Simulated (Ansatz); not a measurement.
# TiO2 (C2/c): the dielectric response by several routes, part 2 of 2

How strongly does TiO2 (C2/c) screen? Routes: perturbation theory, a sum over states and the RPA step of G0W0.

Ansatz 0.2.0; linear response on LDA, plane waves, PAW. Known limits of the many-body steps: not at the basis limit.

So far. Step 2 (Response to a homogeneous field): One over ε∞ averages 0.15, under the quarter of exact exchange in PBE0, which by this rule of thumb may open the gap too far. Step 3 (Independent-particle spectrum): The sum gives ε∞ = 7.27, 7.24 and 6.89 without local fields.

## Step 4: RPA screening from the G0W0 run

G0W0 replaces the xc potential by the self-energy, built once from these orbitals. Only a window of levels is corrected, while the sums run over the empty bands that the input names. This step takes PAW set soft_1 files.

This step: G0W0 on LDA, plane waves, PAW; PAW set soft_1.

The input, input.yaml:

```yaml
crystal:
  lattice:
    - [2.706034, -2.706655, 0.0]
    - [2.706034, 2.706655, 0.0]
    - [-2.633531, 0.0, 4.796637]
  atoms:
    - { symbol: Ti, position: [0.13411, 0.86589, 0.25] }
    - { symbol: Ti, position: [0.86589, 0.13411, 0.75] }
    - { symbol: O, position: [0.331221, 0.088755, 0.667149] }
    - { symbol: O, position: [0.668779, 0.911245, 0.332851] }
    - { symbol: O, position: [0.911245, 0.668779, 0.832851] }
    - { symbol: O, position: [0.088755, 0.331221, 0.167149] }
kpoints:
  mp_grid: { grid: [6, 6, 4] }
hamiltonian:
  xc: lda
  pseudopotentials: { kind: paw, azcp: { folder: soft_1 }, xc_functional: pbe }
scf:
  occupations: { method: fixed }
gw:
  n_empty_bands: 556
  ecut_chi: 230.0
  qp_bands: [v2, c2]
  qp_kpoints: band_edges
  screening: { model: contour_deformation }
```

On the command line:

```bash
> ansatz run input.yaml --threads 3 --pin off --max-ram 92160MiB --backend cuda --events-out ev --progress --plain --runs-dir out --devices 1 --max-vram 13GiB
```

Numbers of over 12 decimals in the logs are rounded to 6 here.

The program printed:

```text
GPUs: using 1 of 1 available (devices: 1).
[...]
GPU FFT provider: cuFFT
GPU libraries: cuBLAS 13.8.2, cuFFT 12.4.0, cuSOLVER 12.3.4
Crystal: 6 atoms, lattice volume = 70.264 Å³
Basis set: ecut = 420 eV, 1363 PW (Γ)
Bands: 30, of which v1, the nominal top of the filled ones, is band 24 counted from 1 (23 counted from 0)
Symmetry: 4 space group operations
[...]
k-points: 47 of 144
[...]
1    26      9.0623   -13.3724    -7.5244   -22.2247  0.7045    10.4372    10.3903  root
[...]
46    23      6.4438   -25.5831     4.2848   -20.9744  0.6969     6.1176     6.1199  root
    46    24      6.4438   -25.5831     4.2848   -20.9744  0.6969     6.1176     6.1199  root
    46    25      9.6538   -13.8657    -7.8011   -22.9924  0.6929    11.0324    10.9794  root
    46    26      9.6538   -13.8657    -7.8011   -22.9924  0.6929    11.0324    10.9794  root
[key lines of the parts left out:]
SCF converged after 9 iterations
Free energy (F): -7130.302438 eV
Fermi energy:    6.464625 eV
```

It took 6.3 min on 1 × NVIDIA H100 80GB HBM3 (shared by 6 runs) with 3 threads of AMD EPYC 7R13 (Zen 3), shared host; peak memory 3.8 GiB; 12 min of CPU time.

Numbers from this step:

* bands summed: 580
* RPA ε∞ on this mesh (eigenvalues): 6.129, 6.830, 7.025
* plane waves in the screening matrix: 563
* G0W0 gap on the mesh: 3.574 eV
* k of the valence top: -0.5, -0.5, 0
* k of the conduction bottom: 0, 0, 0
* starting gap on the mesh: 1.977 eV
* least direct G0W0 gap on the computed points: 3.926 eV

The gap on the mesh goes from 1.98 eV to 3.57 eV, a correction of +1.60 eV. Between the two edge states, bare exchange in place of the xc potential would open the gap by 12.67 eV, and correlation takes back 11.08 eV.

Mean over the mesh in bins of 0.25 1/Å. Table of static inverse dielectric function, diagonal by length of q+G:

length of q+G (Å⁻¹), static inverse dielectric function, diagonal and a bar from the least value:
```
     0.32      0.178 
     0.55      0.219 ##
     0.77      0.273 ####
     1.00      0.337 ######
     1.25      0.410 #########
     1.50      0.483 ###########
     1.76      0.551 ##############
     2.01      0.612 ################
     2.26      0.665 ##################
     2.51      0.711 ####################
     2.76      0.750 #####################
     3.00      0.782 #######################
     3.26      0.810 ########################
     3.51      0.833 ########################
     3.75      0.852 #########################
     4.00      0.869 ##########################
     4.25      0.883 ##########################
     4.50      0.896 ###########################
     4.75      0.908 ###########################
     5.00      0.918 ############################
     5.25      0.928 ############################
     5.50      0.936 ############################
     5.75      0.944 #############################
     6.00      0.951 #############################
     6.25      0.958 #############################
     6.50      0.963 #############################
     6.75      0.968 #############################
     7.00      0.973 ##############################
     7.25      0.977 ##############################
     7.50      0.980 ##############################
     7.70      0.983 ##############################
```

## Step 5: The values together

Times are wall times on 1 × NVIDIA H100 80GB HBM3 (shared by 6 runs) with 3 threads of AMD EPYC 7R13 (Zen 3), shared host, good to a factor of about two.

| method | mesh | ε∞, low | middle | high | mean | time |
| --- | --- | --- | --- | --- | --- | --- |
| perturbation theory (local fields and xc kernel) | 6×6×4 (response on 144 points) | 6.30 | 7.00 | 7.20 | 6.83 | 49 s |
| sum over states (no local fields) | 6×6×6 | 6.89 | 7.24 | 7.27 | 7.13 | 2.3 min |
| RPA with local fields, on the GW mesh | 6×6×4 | 6.13 | 6.83 | 7.02 | 6.66 | 6.3 min |

## Step 6: What came out

| Item | Value |
| --- | --- |
| perturbation theory (local fields and xc kernel) | 6.30, 7.00, 7.20 |
| sum over states (no local fields) | 6.89, 7.24, 7.27 |
| RPA with local fields, on the GW mesh | 6.13, 6.83, 7.02 |

Mean Born effective charge: Ti1 6.29, O3 -3.15 e. Distinct peaks of the ε₂ (xx) stand at 3.7 and 6.7 eV; the one at 3.7 eV is strongest. The most distinct maxima of the loss function (xx) lie at 8.5, 11.0, 12.0 and 22.5 eV, the highest at 11 eV. The sum without local fields gives 7.13 in the mean against 6.83 by perturbation theory; local fields lower ε∞ and the xc kernel gives part of it back, though the sum also carries the error of its own mesh. The RPA values on the 6×6×4 mesh average 0.97 times those of perturbation theory (means 6.66 and 6.83). Without the xc kernel RPA should lie a little lower, and the mean does, by little. LDA usually puts the gap too low, which tends to raise ε∞. Ions are clamped, so the lattice part of the static constant is not in these numbers.

[Paths, hosts, dates, memory and timing lines, banners, echoed tables and standing remarks are left out of the program output.]

[Logs are printed without paths, hosts, clocks, repeated set-up lines and the standing remarks that a program may print on its own settings, such as how far it seeks lower states.]

[Runs of the session that timed out or met a known fault of the program may be left out.]

[Cells called generated may have been cut or substituted from an entry of the Crystallography Open Database or the Materials Project.]

[Hosts, paths, dates, database ids (printed as entryN), source tags and the programs' standing remarks are cut or masked in the printed files.]
